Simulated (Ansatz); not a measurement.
# Th3P4 (I-43d): phonons and vibrational spectra, part 2 of 3

Wanted: phonon frequencies of Th3P4 (I-43d) and what follows from them.

Ansatz 0.2.0; DFT PBEsol, scalar-relativistic, plane waves, PAW.

So far. Step 3 (Tight relaxation): The largest force component left is 0.34 meV/Å. The volume is held at 22.72 Å³/atom, so a pressure of -1.98 GPa remains at this level.

The database entry behind the starting cell is an old determination (1939), so it need not match the best structure at ambient conditions.

## Step 4: Zone-centre response

The zone centre comes first: it holds the modes that light can see, as far as symmetry allows. No field response is asked.

input.yaml reads:

```yaml
crystal:
  lattice:
    - [-4.3, 4.3, 4.3]
    - [4.3, -4.3, 4.3]
    - [4.3, 4.3, -4.3]
  atoms:
    - { symbol: Th, position: [0.25, 0.625, 0.375] }
    - { symbol: Th, position: [0.375, 0.25, 0.625] }
    - { symbol: Th, position: [0.75, 0.875, 0.125] }
    - { symbol: Th, position: [0.125, 0.75, 0.875] }
    - { symbol: Th, position: [0.625, 0.375, 0.25] }
    - { symbol: Th, position: [0.875, 0.125, 0.75] }
    - { symbol: P, position: [0.1593944175, 0.1593944175, 0.1593944175] }
    - { symbol: P, position: [0.8406055825, 0.5, 0.0] }
    - { symbol: P, position: [0.5, 0.0, 0.3406055825] }
    - { symbol: P, position: [0.0, 0.8406055825, 0.5] }
    - { symbol: P, position: [0.3406055825, 0.5, 0.0] }
    - { symbol: P, position: [0.6593944175, 0.6593944175, 0.6593944175] }
    - { symbol: P, position: [0.0, 0.3406055825, 0.5] }
    - { symbol: P, position: [0.5, 0.0, 0.8406055825] }
kpoints:
  mp_grid: { grid: [6, 6, 6] }
hamiltonian:
  xc: pbesol
scf:
  occupations: { method: gaussian, width: 0.01 }
output:
  eigenvalues: true
phonons:
  method: dfpt
```

On the command line:

```sh
> ansatz run input.yaml --threads 5 --pin off --max-ram 40960MiB --backend cuda --events-out ev --progress --plain --runs-dir out
```

Numbers of over 12 decimals in the logs are rounded to 6 here.

Output:

```text
[...]
GPU FFT provider: cuFFT
GPU libraries: cuBLAS 13.8.2, cuFFT 12.4.0, cuSOLVER 12.3.4
Crystal: 14 atoms, lattice volume = 318.028 Å³
Basis set: ecut = 420 eV, 6339 PW (Γ), exchange–correlation on 100×100×100 points (8 copies of the dense FFT grid, shifted against one another)
Bands: 70, of which v1, the nominal top of the filled ones, is band 56 counted from 1 (55 counted from 0)
Symmetry: 24 space group operations
k-points: 112 of 216 (irreducible under 1 space group operation, time reversal used)
[...]
GPU buffer pool allocated for 125000 grid points (all kernels)
[...]
SCF iter   1: F=—  HF=-84277.565778 eV  |F-HF|=—  |Δ(HF+E_count)|=         —  Δρ=6.55e-3  dr2=8.07e-2  ethr=1.77e-3  ⟨swp⟩=7.3  Hψ=39054  notcnv=0
[...]
SCF iter   8: F=-84277.564382 eV  HF=-84277.564382 eV  |F-HF|=2.91e-11  |Δ(HF+E_count)|=  1.16e-10  Δρ=5.71e-8  dr2=7.94e-12  ethr=1.00e-12  ⟨swp⟩=21.0  Hψ=55666  notcnv=0
SCF 1 converged in 8 iterations: F = -84277.564382 eV  dr2 = 7.94e-12
[...]
NSCF: frozen V_eff on 16 k-points
WARN: eigensolver did not converge (k=2): 1 band(s) unlocked after 3 eigensolves, warm-restarted (20 sweeps on the last) at ethr=1.01e-12 eV (storage-precision floor; scheduled 1.00e-12 eV) (lowest unlocked band 69, counted from 0; max residual 5.19e-6 eV among the unlocked bands, 5.19e-6 eV over every band; other slots of this pass that fall short are told together in one closing line; warning suppressed until the next SCF loop or pass starts)
[...]
DFPT response loops at q = (0, 0, 0) (fractional): preconditioner auto → Resta (q_TF=auto, 2.293 Å⁻¹)  ε∞=18.9 (no band partly filled); β = 1.00, the filter's whole step (`scf.mixing.beta` (0.50) is not read by the response loops at its default; to damp them type it under 1.00, their step now; it binds the ground state too); Anderson in place of MSR1; while a model of the screening serves, it and β = 1 on shorter waves in the place of filter and β
SCF converged after 8 iterations
Free energy (F): -84277.564382 eV
[...]
Internal energy: -84277.564382 eV  (E = F + TS)
E sigma→0 (E₀):  -84277.564382 eV
Fermi energy:    12.642703 eV
[...]
--- Band table (eV; the first three rows and the last of 112) ---
  k-point 0: bands = [... 52 lower, 11.9665, 12.2985, 12.2985, 12.2985, 12.7262, 12.7262, 13.4005, 13.4005, ... 10 higher]
  k-point 1: bands = [... 52 lower, 11.9397, 12.1648, 12.2037, 12.4427, 12.9985, 13.0785, 13.3691, 13.4254, ... 10 higher]
  k-point 2: bands = [... 52 lower, 11.7991, 11.8374, 12.0966, 12.4941, 13.2805, 13.4940, 13.6478, 13.7766, ... 10 higher]
  k-point 111: bands = [... 52 lower, 12.5566, 12.5566, 12.5566, 12.5566, 14.1754, 14.1754, 14.1754, 14.1754, ... 10 higher]
--- Phonons (Γ-DFPT): 3 representative perturbations + reference (Σ response iterations 13) ---
  ASR residual: 2.674e-5 → 0.000e0 eV/Å²; symmetrization residual: 3.042e-7 eV/Å²
  ASR residual per site (eV/Å²): 2.67e-5 2.67e-5 2.67e-5 2.67e-5 2.67e-5 2.67e-5 8.05e-6 8.05e-6 8.05e-6 8.05e-6 8.05e-6 8.05e-6 8.05e-6 8.05e-6
  Γ frequencies (cm⁻¹): 0.00 0.00 0.00 80.04 80.04 80.04 88.06 88.06 88.82 88.82 88.82 107.89 107.89 107.89 109.42 124.90 124.90 124.90 216.86 216.86 216.86 218.16 218.16 218.16 225.05 227.18 227.18 227.18 235.71 235.71 235.71 241.38 241.38 241.38 262.90 262.90 272.21 272.21 272.83 293.24 293.24 293.24
  non-analytic LO–TO correction: not included (Born effective charges unavailable; polar crystals: no LO–TO splitting at Γ)
```

Elapsed: 12 s, on 1 × NVIDIA H100 80GB HBM3 with 5 threads of AMD EPYC 7R13 (Zen 3), shared host; peak memory 2.6 GiB; 28 s of CPU time.

Reading the cycles: dr2 is the Hartree energy of the density residual (eV), the measure of convergence; HF is the Harris–Foulkes estimate of the energy, which meets the free energy F at convergence.

This step gave:

```
sum-rule residual before enforcement                    : 2.67e-5 eV/Å²
point group                                             : -43m
highest optical mode at the zone centre (no LO-TO term) : 293.2 cm⁻¹
lowest optical zone-centre mode                         : 80.04 cm⁻¹
```

Without the LO-TO term. Patterns of degenerate modes are one choice out of their space. The modes at Γ (shares of kinetic energy by element, %); the lowest 24 and highest 6 of 42:

```csv
mode,frequency (cm⁻¹),symmetry,Th %,P %
1,0.0,acoustic,85,15
2,0.0,acoustic,85,15
3,0.0,acoustic,85,15
4,80.0,T2,99,1
5,80.0,T2,99,1
6,80.0,T2,99,1
7,88.1,E,99,1
8,88.1,E,99,1
9,88.8,T1,98,2
10,88.8,T1,98,2
11,88.8,T1,98,2
12,107.9,T1,95,5
13,107.9,T1,95,5
14,107.9,T1,95,5
15,109.4,A2,97,3
16,124.9,T2,98,2
17,124.9,T2,98,2
18,124.9,T2,98,2
19,216.9,T2,8,92
20,216.9,T2,8,92
21,216.9,T2,8,92
22,218.2,T1,2,98
23,218.2,T1,2,98
24,218.2,T1,2,98
37,272.2,E,1,99
38,272.2,E,1,99
39,272.8,A2,3,97
40,293.2,T1,1,99
41,293.2,T1,1,99
42,293.2,T1,1,99
```

Displacements in mode 5 (80.0 cm⁻¹), the largest set to 1:
```
Th1  0.01 -0.72 -0.71
Th2  0.45  0.54  0.16
Th3  0.01  0.18  1.00
Th4 -0.46  0.54  0.13
Th5  0.85 -0.29 -0.28
Th6 -0.86 -0.26 -0.28
P7  -0.21  0.10  0.10
P8  -0.19 -0.04 -0.17
P9  -0.10 -0.06 -0.12
P10 -0.03  0.08  0.15
P11  0.21  0.10  0.10
P12  0.19 -0.04 -0.16
P13  0.10 -0.07 -0.12
P14  0.03  0.07  0.14
```

Displacements in mode 16 (124.9 cm⁻¹), the largest set to 1:
```
Th1  0.08 -0.39 -0.55
Th2  0.41 -0.13 -0.53
Th3  0.08  0.52 -0.43
Th4 -0.49 -0.13 -0.45
Th5  0.02  0.10  1.00
Th6 -0.10  0.03  1.00
P7  -0.27  0.10  0.01
P8  -0.16 -0.26 -0.03
P9   0.24 -0.14 -0.08
P10  0.08  0.25 -0.04
P11  0.27  0.15 -0.01
P12  0.15 -0.24 -0.07
P13 -0.24 -0.09 -0.06
P14 -0.09  0.27  0.00
```

Before it was imposed, the acoustic sum rule was missed by 2.7e-5 eV/Å². Small misses are needed for a sound result but don't prove that mesh and cutoff are converged. The lowest optical mode is real, 80.0 cm⁻¹.

## Step 5: The dispersion

Stability and thermal properties need the whole zone. Linear response on a 2×2×2 q mesh gives force constants as far as a supercell of that size would.

input.yaml: that of step 4 with these lines changed.

```diff
@@ -30 +30,8 @@
   method: dfpt
+  qmesh: [2, 2, 2]
+  temperatures: { t_max: 400, t_step: 50 }
+  qpath:
+    path:
+      - [[0.0, 0.0, 0.0], [0.5, -0.5, 0.5], [0.0, 0.0, 0.5], [0.0, 0.0, 0.0], [0.25, 0.25, 0.25], [0.5, -0.5, 0.5]]
+      - [[0.25, 0.25, 0.25], [0.0, 0.0, 0.5]]
+    npoints: 10
```

Output:

```text
Warning: phonons: the dynamical matrix that this run interpolates holds no multipole term above the dipole-dipole one, and a site of this crystal is no centre of inversion, so its interpolated transverse optical and acoustic branches and sound speeds can stay off near Gamma, and the density of states and the thermodynamics with them. What a run solves at a wave vector of phonons.qpoints, Gamma apart, where the deck admits one, is free of this, and under fd what a larger phonons.supercell samples
[...]
GPU FFT provider: cuFFT
GPU libraries: cuBLAS 13.8.2, cuFFT 12.4.0, cuSOLVER 12.3.4
Crystal: 14 atoms, lattice volume = 318.028 Å³
Basis set: ecut = 420 eV, 6339 PW (Γ), exchange–correlation on 100×100×100 points (8 copies of the dense FFT grid, shifted against one another)
Bands: 70, of which v1, the nominal top of the filled ones, is band 56 counted from 1 (55 counted from 0)
Symmetry: 24 space group operations
k-points: 16 of 216 (time reversal used)
[...]
GPU buffer pool allocated for 125000 grid points (all kernels)
[...]
SCF iter   1: F=—  HF=-84277.573232 eV  |F-HF|=—  |Δ(HF+E_count)|=         —  Δρ=6.56e-3  dr2=8.16e-2  ethr=1.77e-3  ⟨swp⟩=7.6  Hψ=5405  notcnv=0  defer=8
[...]
SCF iter   9: F=-84277.564382 eV  HF=-84277.564382 eV  |F-HF|=2.91e-11  |Δ(HF+E_count)|=  2.91e-11  Δρ=8.91e-9  dr2=2.53e-13  ethr=1.00e-12  ⟨swp⟩=20.6  Hψ=6975  notcnv=0
SCF 1 converged in 9 iterations: F = -84277.564382 eV  dr2 = 2.53e-13
[...]
GPU FFT provider: cuFFT
GPU libraries: cuBLAS 13.8.2, cuFFT 12.4.0, cuSOLVER 12.3.4
[...]
GPU buffer pool allocated for 125000 grid points (all kernels)
[...]
SCF iter   1: F=—  HF=-84277.564796 eV  |F-HF|=—  |Δ(HF+E_count)|=         —  Δρ=2.56e-7  dr2=9.72e-11  ethr=5.03e-8  ⟨swp⟩=8.0  Hψ=9995  notcnv=0  defer=1
eigensolver tolerance schedule: the retry pair's looser diagonalisation over-reported the residual by 579007.17 of it (diagonalisation noise at an unbounded share of the residual, at the tolerance the schedule requests for it); recorded, not acted on — ethr = c·dr2/N_el stays at c = 1.0e-1
[...]
SCF iter   2: F=—  HF=-84277.564382 eV  |F-HF|=—  |Δ(HF+E_count)|=   4.14e-4  Δρ=1.30e-7  dr2=2.83e-11  ethr=1.00e-12  ⟨swp⟩=4.8  Hψ=3526  notcnv=0
[...]
SCF iter   4: F=-84277.564382 eV  HF=-84277.564382 eV  |F-HF|=0.00e0  |Δ(HF+E_count)|=  4.07e-10  Δρ=3.68e-8  dr2=1.98e-12  ethr=1.00e-12  ⟨swp⟩=2.0  Hψ=2080  notcnv=0
SCF 2 converged in 4 iterations: F = -84277.564382 eV  dr2 = 1.98e-12
[...]
GPU FFT provider: cuFFT
GPU libraries: cuBLAS 13.8.2, cuFFT 12.4.0, cuSOLVER 12.3.4
k-points: 46 of 216 (irreducible under 4 space group operations, time reversal used)
GPU buffer pool allocated for 125000 grid points (all kernels)
[...]
SCF iter   3: F=-84277.564382 eV  HF=-84277.564382 eV  |F-HF|=0.00e0  |Δ(HF+E_count)|=    0.00e0  Δρ=6.54e-8  dr2=1.01e-11  ethr=1.00e-12  ⟨swp⟩=1.0  Hψ=6213  notcnv=0
SCF 3 converged in 3 iterations: F = -84277.564382 eV  dr2 = 1.01e-11
[...]
DFPT response loops at Γ: preconditioner auto → Resta (q_TF=auto, 2.293 Å⁻¹)  ε∞=18.9 (no band partly filled); β = 1.00, the filter's whole step (`scf.mixing.beta` (0.50) is not read by the response loops at its default; to damp them type it under 1.00, their step now; it binds the ground state too); Broyden in place of MSR1
── the response to a field inside a basis, on 6×6×6 k-points: an SCF that follows is theirs, and a resumed run solves both again ──
[...]
GPU FFT provider: cuFFT
GPU libraries: cuBLAS 13.8.2, cuFFT 12.4.0, cuSOLVER 12.3.4
Bands: 57, of which v1, the nominal top of the filled ones, is band 56 counted from 1 (55 counted from 0)
k-points: 14 of 216 (time reversal used)
[...]
GPU buffer pool allocated for 125000 grid points (all kernels)
GPU transforms: band sums: pruned to the plane-wave sphere, on 50×50×50
Eigensolver: Dense (14 Hₖ)
SCF iter   1: F=—  HF=-84277.331775 eV  |F-HF|=—  |Δ(HF+E_count)|=         —  Δρ=2.06e-4  dr2=6.95e-5  ethr=1.00e-1
[...]
SCF iter   4: F=-84277.331793 eV  HF=-84277.331793 eV  |F-HF|=4.50e-9  |Δ(HF+E_count)|=   8.61e-8  Δρ=4.13e-6  dr2=5.26e-8  ethr=6.58e-10
SCF 1 converged in 4 iterations: F = -84277.331793 eV  dr2 = 5.26e-8
[...]
SCF converged after 9 iterations
Free energy (F): -84277.564382 eV
[...]
Internal energy: -84277.564382 eV  (E = F + TS)
E sigma→0 (E₀):  -84277.564382 eV
Fermi energy:    12.642703 eV
[...]
--- Band table (eV; the first three rows and the last of 16) ---
  k-point 0: bands = [... 52 lower, 11.9665, 12.2985, 12.2985, 12.2985, 12.7262, 12.7262, 13.4005, 13.4005, ... 10 higher]
  k-point 1: bands = [... 52 lower, 11.9397, 12.1648, 12.2037, 12.4427, 12.9985, 13.0785, 13.3691, 13.4254, ... 10 higher]
  k-point 2: bands = [... 52 lower, 11.7991, 11.8374, 12.0966, 12.4941, 13.2805, 13.4940, 13.6478, 13.7766, ... 10 higher]
  k-point 15: bands = [... 52 lower, 12.5566, 12.5566, 12.5566, 12.5566, 14.1754, 14.1754, 14.1754, 14.1754, ... 10 higher]
[...]
ASR residual: 8.587e-6 → 0.000e0 eV/Å²; symmetrization residual: 1.556e-7 eV/Å²
[...]
Unit cell's response to a homogeneous field: 3 representative field directions (Σ response iterations 9)
  ε∞ (high-frequency dielectric tensor):
       25.376693    -0.000000     0.000000
       -0.000000    25.376693    -0.000000
        0.000000    -0.000000    25.376693
  ε⁰ (static dielectric tensor): not given — the deck does not say what the cell's rigid motions are, and on a molecule in a box or a wire the rigid rotations would enter the sum over the modes at Γ. For a crystal or a slab, whose only rigid motions are the translations, set phonons.rigid_motions: translations.
  Born effective charges Z* (e; rows j = field, columns β = displacement):
    site 0:
         5.26615   -0.00000   -0.00000
        -0.00000    4.96098   -0.53104
        -0.00000    0.53104    4.96098
    site 1:
         4.96098   -0.00000    0.53104
        -0.00000    5.26615   -0.00000
        -0.53104   -0.00000    4.96098
    site 2:
         5.26615   -0.00000    0.00000
        -0.00000    4.96098    0.53104
         0.00000   -0.53104    4.96098
    site 3:
         4.96098    0.00000   -0.53104
         0.00000    5.26615   -0.00000
         0.53104    0.00000    4.96098
    site 4:
         4.96098   -0.53104   -0.00000
         0.53104    4.96098   -0.00000
         0.00000   -0.00000    5.26615
    site 5:
         4.96098    0.53104   -0.00000
        -0.53104    4.96098    0.00000
        -0.00000   -0.00000    5.26615
    site 6:
        -3.79703   -0.49696    0.10089
         0.10089   -3.79703   -0.49696
        -0.49696    0.10089   -3.79703
    site 7:
        -3.79703   -0.10089    0.49696
         0.49696   -3.79703    0.10089
        -0.10089   -0.49696   -3.79703
    site 8:
        -3.79703   -0.49696   -0.10089
         0.10089   -3.79703    0.49696
         0.49696   -0.10089   -3.79703
    site 9:
        -3.79703   -0.10089   -0.49696
         0.49696   -3.79703   -0.10089
         0.10089    0.49696   -3.79703
    site 10:
        -3.79703    0.49696   -0.10089
        -0.10089   -3.79703   -0.49696
         0.49696    0.10089   -3.79703
    site 11:
        -3.79703    0.10089   -0.49696
        -0.49696   -3.79703    0.10089
         0.10089   -0.49696   -3.79703
    site 12:
        -3.79703    0.49696    0.10089
[...]
site 13:
[...]
Z* charge neutrality: 1.824e-2 e pre-enforcement
  solved inside a basis spanned on the 6×6×6 k-mesh, on 6×6×6 k-points, its susceptibility summed on 10×10×10: ε∞ is read to err by 1.5e-1, Z* by 3.2e-2 e; Z* is corrected for what the basis lacks
  optical modes at Γ without the LO–TO term, one row a degenerate level:
      ω (cm⁻¹)  modes    IR ((D/Å)²/amu)
[...]
optical modes at Γ + LO–TO along q̂ = [1.0000, 0.0000, 0.0000]:
      ω (cm⁻¹)  modes    IR ((D/Å)²/amu)
[...]
optical modes at Γ + LO–TO along q̂ = [0.0000, 1.0000, 0.0000]:
      ω (cm⁻¹)  modes    IR ((D/Å)²/amu)
[...]
optical modes at Γ + LO–TO along q̂ = [0.0000, 0.0000, 1.0000]:
      ω (cm⁻¹)  modes    IR ((D/Å)²/amu)
[...]
218.16      3             0.0000
        220.90      1             0.7522
        225.05      1             0.0000
        227.18      2            96.9022
        235.71      3             0.0000
        238.27      1             1.6384
        241.38      2            28.9075
        262.90      2             0.0000
        272.21      2             0.0000
        272.83      1             0.0000
        280.17      1           100.4251
        293.24      3             0.0000
--- Phonons (arbitrary-q DFPT): 3 irreducible q on the 2×2×2 mesh ---
  q = [0.0000, 0.0000, 0.0000] (star 1, of the zone-centre solve; hermiticity 3.33e-8, symmetrization 9.54e-14): -0.00 -0.00 0.00 80.04 80.04 80.04 88.06 88.06 88.82 88.82 88.82 107.89 107.89 107.89 109.42 124.90 124.90 124.90 216.86 216.86 216.86 218.16 218.16 218.16 225.05 227.18 227.18 227.18 235.71 235.71 235.71 241.38 241.38 241.38 262.90 262.90 272.21 272.21 272.83 293.24 293.24 293.24
  q = [0.0000, 0.0000, -0.5000] (star 6, 12 solved perturbations in 1212 linear systems a pass and spin channel, the states on 46 of 216 k-point pairs; hermiticity 1.73e-7, symmetrization 3.17e-14): 59.37 59.37 64.44 64.44 78.37 78.37 82.91 82.91 86.16 86.16 96.07 96.07 106.52 106.52 107.39 107.39 129.25 129.25 211.98 211.98 215.91 215.91 224.48 224.48 231.29 231.29 231.77 231.77 243.55 243.55 249.17 249.17 253.55 253.55 256.71 256.71 265.28 265.28 284.66 284.66 292.13 292.13
[...]
sum rule: each row above includes the acoustic sum rule's correction from the zone centre's row sums; it moved no ω² by more than (0.12 cm⁻¹)²
  mesh force constants: q→R imaginary residual 1.53e-17; ASR residual 8.587e-6 → 0.000e0 eV/Å²; symmetrization residual 6.217e-15 eV/Å²
  interpolated dispersion: 63 rows × 42 modes
  density of states and harmonic sums: on the 10×10×10 q-mesh, interpolated from the force constants of a 2×2×2 supercell (with the dipole–dipole term)
  largest difference from the sums on the solved wave vectors: F 3.01e-2 eV, S 1.08e-4 and C_V 3.18e-5 eV/K
  zero-point energy: 0.466959 eV/cell   skipped modes (ω ≤ 0): 3   left out of the sums: 7.14e-5 of the cell's modes: C_V's classical limit lies that fraction below 3 k_B per atom; for a crystal, a wire or a layer, F and S can be off by more, and a phonons.interpolated_qmesh denser along its periods is the remedy for the sampling
```

Run time: 88 s. Hardware: 1 × NVIDIA H100 80GB HBM3 with 5 threads; peak memory 6.1 GiB; 5 min of CPU time.

Numbers from this step:

- sum-rule residual before enforcement: 8.59e-6 eV/Å²
- lowest frequency on the path: 0 cm⁻¹
- highest frequency on the path or at a solved wavevector: 296.9 cm⁻¹
- mean frequency: 179.3 cm⁻¹
- Debye temperature (second moment): 366 K
- logarithmic mean frequency: 157 cm⁻¹
- lowest mode on the q mesh (acoustic modes at Γ apart): 59.37 cm⁻¹
- zero-point energy per atom: 33.35 meV
- heat capacity at 300 K: 23.21 J/(mol atoms K)
- vibrational entropy at 300 K: 32.91 J/(mol atoms K)
- edges of the widest gap between branches, on path and mesh: 129.4, 199.4 cm⁻¹

(Part 2 of 3 ends here.)

[Logs are printed without paths, hosts, clocks, repeated set-up lines and the standing remarks that a program may print on its own settings, such as how far it seeks lower states.]

[Hosts, paths, dates, database ids (printed as entryN), source tags and the programs' standing remarks are cut or masked in the printed files.]
